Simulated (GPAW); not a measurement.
# Optical response of GaNi3C

Aim: the dielectric function of GaNi3C, and the optical constants that follow from it.

Main program and level: GPAW 26.7.0; DFT, PBE, plane-wave PAW (GPAW data sets), scalar-relativistic, RPA, optical limit.

## 1. Starting point

Symmetry: Pm-3m, No. 221, cubic system. Conventional cell: a = 3.776 Å, b = 3.776 Å, c = 3.776 Å, α = 90.00°, β = 90.00°, γ = 90.00°. Nearest to Ga lie 12 Ni at 2.67 Å. Nearest to Ni lie 2 C at 1.89 Å and 8 Ni at 2.67 Å and 4 Ga at 2.67 Å. Nearest to C lie 6 Ni at 1.89 Å. Farther neighbours are not listed.

## 2. Ground state

The self-consistent density comes first; it also tells whether there is a gap, which decides the occupations and the need for a Drude term.

This step: DFT, PBE, plane-wave PAW (GPAW data sets), scalar-relativistic, ground state (GPAW 26.7.0).

Input file gs.py:

```python
from ase import Atoms
from ase.dft.bandgap import bandgap
from gpaw import GPAW, PW, FermiDirac

atoms = Atoms(['Ga', 'Ni', 'Ni', 'Ni', 'C'],
              cell=[[3.77559100, 0.00000000, 0.00000000],
                    [0.00000000, 3.77559100, 0.00000000],
                    [0.00000000, 0.00000000, 3.77559100]],
              scaled_positions=[[0.50000000, 0.50000000, 0.50000000],
                                [0.00000000, 0.00000000, 0.50000000],
                                [0.00000000, 0.50000000, 0.00000000],
                                [0.50000000, 0.00000000, 0.00000000],
                                [0.00000000, 0.00000000, 0.00000000]],
              pbc=[True, True, True])
atoms.set_initial_magnetic_moments([0.0, 1.0, 1.0, 1.0, 0.0])
atoms.calc = GPAW(mode=PW(450), xc='PBE', kpts={'size': (6, 6, 6), 'gamma': True},
                  occupations=FermiDirac(0.05), maxiter=150, txt='gs.txt')
print('energy (eV)', atoms.get_potential_energy())
print('Fermi level (eV)', atoms.calc.get_fermi_level())
print('valence electrons', atoms.calc.get_number_of_electrons())
print('gap (eV)', bandgap(atoms.calc, output=None)[0])
print('direct gap (eV)', bandgap(atoms.calc, direct=True, output=None)[0])
print('moments', atoms.get_magnetic_moments().round(3).tolist())
atoms.calc.write('gs.gpw')
```

Run with:

```sh
$ OMP_NUM_THREADS=1 python gs.py
```

Numbers of over 12 decimals in the logs are rounded to 6 here.

What it wrote:

```text
__  _  _
 | _ |_)|_||  |
 |__||  | ||/\| - 26.7.0

Versions:
  Python: 3.12.14
  ASE:    3.29.0
  Numpy:  2.5.5
  Scipy:  1.18.1
  Libxc:  7.0.0

Input parameters:
  mode=PW(ecut=450.000000),
  kpts=MonkhorstPack(size=(6, 6, 6), gamma=True),
  maxiter=150,
  occupations=Occupations(name='fermi-dirac', width=0.05, fixmagmom=False),
  xc=XC(name='PBE')

Diagonalizing LCAO Hamiltonian
Converting LCAO to pw mode
   .--------.
  /|        |
 * |        |
 | |   Ga   |
 Ni|        |
 | .--------.
 |/i       /
 C----Ni--*

Atoms  # Å, Bohr magnetons
|   | symbol |        x |        y |        z |    initial magnetic moments |
| 0 |     Ga | 1.887795 | 1.887795 | 1.887795 | ( 0.0000,  0.0000,  0.0000) |
| 1 |     Ni | 0.000000 | 0.000000 | 1.887795 | ( 0.0000,  0.0000,  1.0000) |
| 2 |     Ni | 0.000000 | 1.887795 | 0.000000 | ( 0.0000,  0.0000,  1.0000) |
| 3 |     Ni | 1.887795 | 0.000000 | 0.000000 | ( 0.0000,  0.0000,  1.0000) |
| 4 |      C | 0.000000 | 0.000000 | 0.000000 | ( 0.0000,  0.0000,  0.0000) |

Unit cell  # Å
| periodic |        x |        y |        z |  lengths |    angles |
|      yes | 3.775591 | 0.000000 | 0.000000 | 3.775591 | 90.000000 |
|      yes | 0.000000 | 3.775591 | 0.000000 | 3.775591 | 90.000000 |
|      yes | 0.000000 | 0.000000 | 3.775591 | 3.775591 | 90.000000 |

Number of symmetries: 48
Symmetry operations  # r_c * U_cc + t_c -> r_c
|    | kind |            matrix            |
|  0 |  E   |  1, 0, 0,  0, 1, 0,  0, 0, 1 |
|  1 |  σ   |  1, 0, 0,  0, 1, 0,  0, 0,-1 |
|  2 |  σ   |  1, 0, 0,  0, 0, 1,  0, 1, 0 |
|  3 |  C4  |  1, 0, 0,  0, 0, 1,  0,-1, 0 |
|  4 |  C4  |  1, 0, 0,  0, 0,-1,  0, 1, 0 |
|  5 |  σ   |  1, 0, 0,  0, 0,-1,  0,-1, 0 |
|  6 |  σ   |  1, 0, 0,  0,-1, 0,  0, 0, 1 |
|  7 |  C2  |  1, 0, 0,  0,-1, 0,  0, 0,-1 |
|  8 |  σ   |  0, 1, 0,  1, 0, 0,  0, 0, 1 |
|  9 |  C2  |  0, 1, 0,  1, 0, 0,  0, 0,-1 |
| 10 |  C3  |  0, 1, 0,  0, 0, 1,  1, 0, 0 |
| 11 |  S6  |  0, 1, 0,  0, 0, 1, -1, 0, 0 |
| 12 |  S6  |  0, 1, 0,  0, 0,-1,  1, 0, 0 |
| 13 |  C3  |  0, 1, 0,  0, 0,-1, -1, 0, 0 |
| 14 |  C4  |  0, 1, 0, -1, 0, 0,  0, 0, 1 |
| 15 |  S4  |  0, 1, 0, -1, 0, 0,  0, 0,-1 |
| 16 |  C3  |  0, 0, 1,  1, 0, 0,  0, 1, 0 |
| 17 |  S6  |  0, 0, 1,  1, 0, 0,  0,-1, 0 |
| 18 |  σ   |  0, 0, 1,  0, 1, 0,  1, 0, 0 |
| 19 |  C4  |  0, 0, 1,  0, 1, 0, -1, 0, 0 |
| 20 |  C2  |  0, 0, 1,  0,-1, 0,  1, 0, 0 |
| 21 |  S4  |  0, 0, 1,  0,-1, 0, -1, 0, 0 |
| 22 |  S6  |  0, 0, 1, -1, 0, 0,  0, 1, 0 |
| 23 |  C3  |  0, 0, 1, -1, 0, 0,  0,-1, 0 |
| 24 |  S6  |  0, 0,-1,  1, 0, 0,  0, 1, 0 |
| 25 |  C3  |  0, 0,-1,  1, 0, 0,  0,-1, 0 |
| 26 |  C4  |  0, 0,-1,  0, 1, 0,  1, 0, 0 |
| 27 |  σ   |  0, 0,-1,  0, 1, 0, -1, 0, 0 |
| 28 |  S4  |  0, 0,-1,  0,-1, 0,  1, 0, 0 |
| 29 |  C2  |  0, 0,-1,  0,-1, 0, -1, 0, 0 |
| 30 |  C3  |  0, 0,-1, -1, 0, 0,  0, 1, 0 |
| 31 |  S6  |  0, 0,-1, -1, 0, 0,  0,-1, 0 |
| 32 |  C4  |  0,-1, 0,  1, 0, 0,  0, 0, 1 |
| 33 |  S4  |  0,-1, 0,  1, 0, 0,  0, 0,-1 |
| 34 |  S6  |  0,-1, 0,  0, 0, 1,  1, 0, 0 |
| 35 |  C3  |  0,-1, 0,  0, 0, 1, -1, 0, 0 |
| 36 |  C3  |  0,-1, 0,  0, 0,-1,  1, 0, 0 |
| 37 |  S6  |  0,-1, 0,  0, 0,-1, -1, 0, 0 |
| 38 |  σ   |  0,-1, 0, -1, 0, 0,  0, 0, 1 |
| 39 |  C2  |  0,-1, 0, -1, 0, 0,  0, 0,-1 |
| 40 |  σ   | -1, 0, 0,  0, 1, 0,  0, 0, 1 |
| 41 |  C2  | -1, 0, 0,  0, 1, 0,  0, 0,-1 |
| 42 |  C2  | -1, 0, 0,  0, 0, 1,  0, 1, 0 |
| 43 |  S4  | -1, 0, 0,  0, 0, 1,  0,-1, 0 |
| 44 |  S4  | -1, 0, 0,  0, 0,-1,  0, 1, 0 |
| 45 |  C2  | -1, 0, 0,  0, 0,-1,  0,-1, 0 |
| 46 |  C2  | -1, 0, 0,  0,-1, 0,  0, 0, 1 |
| 47 |  i   | -1, 0, 0,  0,-1, 0,  0, 0,-1 |

BZ-sampling:
  Number of BZ points: 216
  Number of IBZ points: 20

  Monkhorst-Pack size: [6, 6, 6]
  Monkhorst-Pack shift: [0.083333, 0.083333, 0.083333]

K-points  # in reciprocal-cell coordinates
|     |                                coordinates |     weight |
|   0 | (  0.00000000,   0.00000000,   0.00000000) | 0.00462963 |
|   1 | (  0.16666667,   0.00000000,   0.00000000) | 0.02777778 |
|   2 | (  0.16666667,   0.16666667,   0.00000000) | 0.05555556 |
|   3 | (  0.16666667,   0.16666667,   0.16666667) | 0.03703704 |
|   4 | (  0.33333333,   0.00000000,   0.00000000) | 0.02777778 |
|   5 | (  0.33333333,   0.16666667,   0.00000000) | 0.11111111 |
|   6 | (  0.33333333,   0.16666667,   0.16666667) | 0.11111111 |
|   7 | (  0.33333333,   0.33333333,   0.00000000) | 0.05555556 |
|   8 | (  0.33333333,   0.33333333,   0.16666667) | 0.11111111 |
|   9 | (  0.33333333,   0.33333333,   0.33333333) | 0.03703704 |
| ... |                                            |            |
|  19 | (  0.50000000,   0.50000000,   0.50000000) | 0.00462963 |

Plane wave coefficients: 1189
Cutoff: 450.000000 eV

Spin-components: 2 (collinear spins)
Bands:           39
Projectors:      28
Spin-degeneracy: 1
Datatype:        complex128

Parallelization:
  kpt:    1
  domain: 1
  band:   1

Density:
  Valence electrons: 55.0
  Components: 2
  Grid points: [20 20 20]
  Charge: 0.0  # |e|

Potential:
  Grid points: [20 20 20]

species:
  Ga:
    name:    Gallium
    id:
    Z:       31.0
    valence: 3
    core:    28
    charge:  0.0  # [|e|]
    compensation charges:
      type: gauss
      rc: 0.37  # [Å]
      lmax: 2
    cutoffs:
      filter: 2.06  # [Å]
      core: 4.17  # [Å]
    projectors
    | kind |    occ | energy [eV] | rcut [Å] |
    |   4s |  2.000 |      -8.945 |    1.164 |
    |   4p |  1.000 |      -2.580 |    1.164 |
    |    s |        |      18.266 |    1.164 |
    |    p |        |      24.631 |    1.164 |
    |    d |        |       0.000 |    1.164 |

    Using partial waves for Ga as LCAO basis

  Ni:
    name:    Nickel
    id:
    Z:       28.0
    valence: 16
    core:    12
    charge:  0.0  # [|e|]
    compensation charges:
      type: gauss
      rc: 0.36  # [Å]
      lmax: 2
    cutoffs:
      filter: 2.14  # [Å]
      core: 1.98  # [Å]
    projectors
    | kind |    occ | energy [eV] | rcut [Å] |
    |   4s |  2.000 |      -5.642 |    1.164 |
    |   3p |  6.000 |     -71.394 |    1.207 |
    |   4p |  0.000 |      -1.226 |    1.207 |
    |   3d |  8.000 |      -8.875 |    1.138 |
    |    s |        |      21.570 |    1.164 |
    |    d |        |      18.337 |    1.138 |

    Using partial waves for Ni as LCAO basis

  C:
    name:    Carbon
    id:
    Z:       6.0
    valence: 4
    core:    2
    charge:  0.0  # [|e|]
    compensation charges:
      type: gauss
      rc: 0.20  # [Å]
      lmax: 2
    cutoffs:
      filter: 1.14  # [Å]
      core: 1.14  # [Å]
    projectors
    | kind |    occ | energy [eV] | rcut [Å] |
    |   2s |  2.000 |     -13.751 |    0.635 |
    |   2p |  2.000 |      -5.284 |    0.635 |
    |    s |        |      13.461 |    0.635 |
    |    p |        |      21.927 |    0.635 |
    |    d |        |       0.000 |    0.635 |

    Using partial waves for C as LCAO basis

Reference energy: -178016.294986  # eV

eigensolver:
  PPCG
  Converge bands: occupied
  niter=2

density mixing:
  MSR1-Mixer
  Pratt-step length: 0.05
  Maximum mixing coefficient: 0.75
  Old densities: 10
  SVD Regularization: 0.005
  Good broyden scale: 1.0
  Trust region scale: 1.0
  Backstep threshold: 4.0
  History deletion threshold: 6.0
  Fourier metric: weight=20.0, sigma=0.015

occupation numbers:
  Fermi-Dirac:
    width: 0.0500  # eV

poisson solver:
  ecut: 3600.000000  # eV

xc functional:
  name: PBE with 2 nearest neighbor stencil

convergence criteria:
- Maximum [total energy] change in last 3 cyles: 0.0005 eV / valence electron
- Maximum integral of absolute [dens]ity change: 0.0001 electrons / valence electron
- Maximum integral of absolute [eigenst]ate change: 4e-08 eV^2 / valence electron
maximum number of iterations: 150

SCF iterations
|iter     |      energy | eigst |  dens |  magmom |
|iter:   1||  -35.329444 | +0.48 |       |  +3.0035|
|iter:   2||  -34.742799 | -1.47 | -0.98 |  +2.8944|
|iter:   3||  -33.989475 | -1.25 | -1.06 |  +2.1735|
|iter:   4||  -33.936660 | -2.45 | -1.29 |  +1.6849|
|iter:   5||  -34.058693 | -2.69 | -1.52 |  +0.8159|
|iter:   6||  -34.078978 | -2.99 | -1.90 |  +0.2103|
|iter:   7||  -34.078375c| -3.92 | -2.24 |  +0.0733|
|iter:   8||  -34.078796c| -4.71 | -2.61 |  +0.0382|
|iter:   9||  -34.078801c| -5.28 | -3.02 |  +0.0158|
|iter:  10||  -34.078819c| -6.37 | -3.71 |  +0.0083|
|iter:  11||  -34.078823c| -6.41 | -4.07c|  +0.0002|
|iter:  12||  -34.078824c| -8.41c| -4.59c|  +0.0001|

Converged in 12 steps
SCF loop duration: 30.394 s (2.533 s/step)
Energy contributions relative to reference atoms: (reference = -178016.294986)

Energy contributions:
  Kinetic:          42.793078
  Coulomb:         -32.677046
  Zero:              0.241568
  External:          0.000000
  Xc:              -44.420967
  Entropy:          -0.030915
  Spinorbit:         0.000000
  ----------------------------
  Free energy:     -34.094281
  Extrapolated:    -34.078824

dipole moment: (-22.831285, -22.831285, -22.831285)  # |e|*Ang

Total magnetic moment: (0.000000, 0.000000, 0.000125)

Local magnetic moments
|        x |        y |         z |
| 0.000000 | 0.000000 | -0.000011 |  # Ga   0
| 0.000000 | 0.000000 |  0.000008 |  # Ni   1
| 0.000000 | 0.000000 |  0.000008 |  # Ni   2
| 0.000000 | 0.000000 |  0.000008 |  # Ni   3
| 0.000000 | 0.000000 |  0.000010 |  # C    4

Fermi level: 9.160
Eigenvalues  # (at kpt = [0.000, 0.000, 0.000])
| band index |      eig [eV] | occ [0-1] |      eig [eV] | occ [0-1] |
|          0 |       -55.260 |     1.000 |       -55.260 |     1.000 |
|        ... |               |           |               |           |
|         20 |         7.219 |     1.000 |         7.219 |     1.000 |
|         21 |         7.496 |     1.000 |         7.496 |     1.000 |
|         22 |         7.496 |     1.000 |         7.496 |     1.000 |
|         23 |         7.496 |     1.000 |         7.496 |     1.000 |
|         24 |         8.178 |     1.000 |         8.178 |     1.000 |
|         25 |         8.178 |     1.000 |         8.178 |     1.000 |
|         26 |         8.178 |     1.000 |         8.178 |     1.000 |
|         27 |         8.437 |     1.000 |         8.437 |     1.000 |
|         28 |        10.851 |     0.000 |        10.851 |     0.000 |
|         29 |        12.002 |     0.000 |        12.002 |     0.000 |
|         30 |        12.002 |     0.000 |        12.002 |     0.000 |
|         31 |        12.002 |     0.000 |        12.002 |     0.000 |
|         32 |        14.305 |     0.000 |        14.305 |     0.000 |
|         33 |        14.305 |     0.000 |        14.305 |     0.000 |
|         34 |        18.947 |     0.000 |        18.947 |     0.000 |
|         35 |        20.471 |     0.000 |        20.471 |     0.000 |
|        ... |               |           |               |           |
|         38 |        24.862 |     0.000 |        24.862 |     0.000 |

No gap
No difference between direct/indirect transitions

--- standard output ---
energy (eV) -34.078824
Fermi level (eV) 9.159830
valence electrons 55.0
gap (eV) 0.0
direct gap (eV) 0.0
moments [-0.0, 0.0, 0.0, 0.0, 0.0]
```

Elapsed: 34 s, on 1 thread of Arm Neoverse V2, shared host; peak memory 0.18 GiB.

This step gave:

* energy: -34.08 eV
* Fermi energy: 9.160 eV
* electrons: 55

There are states at the Fermi level within the smearing, so the occupations stay smeared and the carriers get a Drude term.

## 3. Bands for the response

The response needs many more empty bands than the density does.

This step: DFT, PBE, plane-wave PAW (GPAW data sets), scalar-relativistic, bands at fixed density (GPAW 26.7.0).

Input file nscf.py:

```python
from ase.dft.bandgap import bandgap
from gpaw import GPAW, FermiDirac

calc = GPAW('gs.gpw').fixed_density(kpts={'size': (10, 10, 10), 'gamma': True}, nbands=54, convergence={'bands': 48},
                                    occupations=FermiDirac(0.05), txt='nscf.txt')
print('gap (eV)', bandgap(calc, output=None)[0])
print('direct gap (eV)', bandgap(calc, direct=True, output=None)[0])
print('top band over the Fermi level (eV)', min(calc.get_eigenvalues(kpt=k)[47] for k in range(len(calc.get_ibz_k_points()))) - calc.get_fermi_level())
calc.write('full.gpw', mode='all')
```

Run with:

```sh
$ OMP_NUM_THREADS=1 python nscf.py
```

What it wrote:

```text
Diagonalizing LCAO Hamiltonian
Converting LCAO to pw mode
convergence criteria:
- Maximum integral of absolute [eigenst]ate change: 4e-08 eV^2 / valence electron
maximum number of iterations: 150

SCF iterations
|iter     |      energy | eigst |  dens |  magmom |
|iter:   1||             | +2.17 |       |  +0.0001|
|iter:   2||             | +1.33 |       |  +0.0001|
|iter:   3||             | +0.25 |       |  +0.0001|
|iter:   4||             | -0.67 |       |  +0.0001|
|iter:   5||             | -1.52 |       |  +0.0001|
|iter:   6||             | -2.39 |       |  +0.0001|
|iter:   7||             | -3.24 |       |  +0.0001|
|iter:   8||             | -4.13 |       |  +0.0001|
|iter:   9||             | -5.03 |       |  +0.0001|
|iter:  10||             | -5.92 |       |  +0.0001|
|iter:  11||             | -6.80 |       |  +0.0001|
|iter:  12||             | -7.46c|       |  +0.0001|
SCF steps: 12
  __  _  _
 | _ |_)|_||  |
 |__||  | ||/\| - 26.7.0

Versions:
  Python: 3.12.14
  ASE:    3.29.0
  Numpy:  2.5.5
  Scipy:  1.18.1
  Libxc:  7.0.0

Input parameters:
  mode=PW(ecut=450.000000),
  convergence={'bands': 48},
  gpts=array([20, 20, 20]),
  kpts=MonkhorstPack(size=(10, 10, 10), gamma=True),
  maxiter=150,
  nbands=54,
  occupations=Occupations(name='fermi-dirac', width=0.05, fixmagmom=False),
  parallel={},
  xc=XC(name='PBE')

--- standard output ---
gap (eV) 0.0
direct gap (eV) 0.0
top band over the Fermi level (eV) 19.576682
```

Run time: 1.8 min. Hardware: 1 thread; peak memory 0.3 GiB.

(Part 1 of 2 ends here.)

[Machine, clock and banner lines and Python warnings are left out of the logs.]

[Logs are printed without paths, hosts, clocks, repeated set-up lines and the standing remarks that a program may print on its own settings, such as how far it seeks lower states.]

[Hosts, paths, dates, database ids (printed as entryN), source tags and the programs' standing remarks are cut or masked in the printed files.]
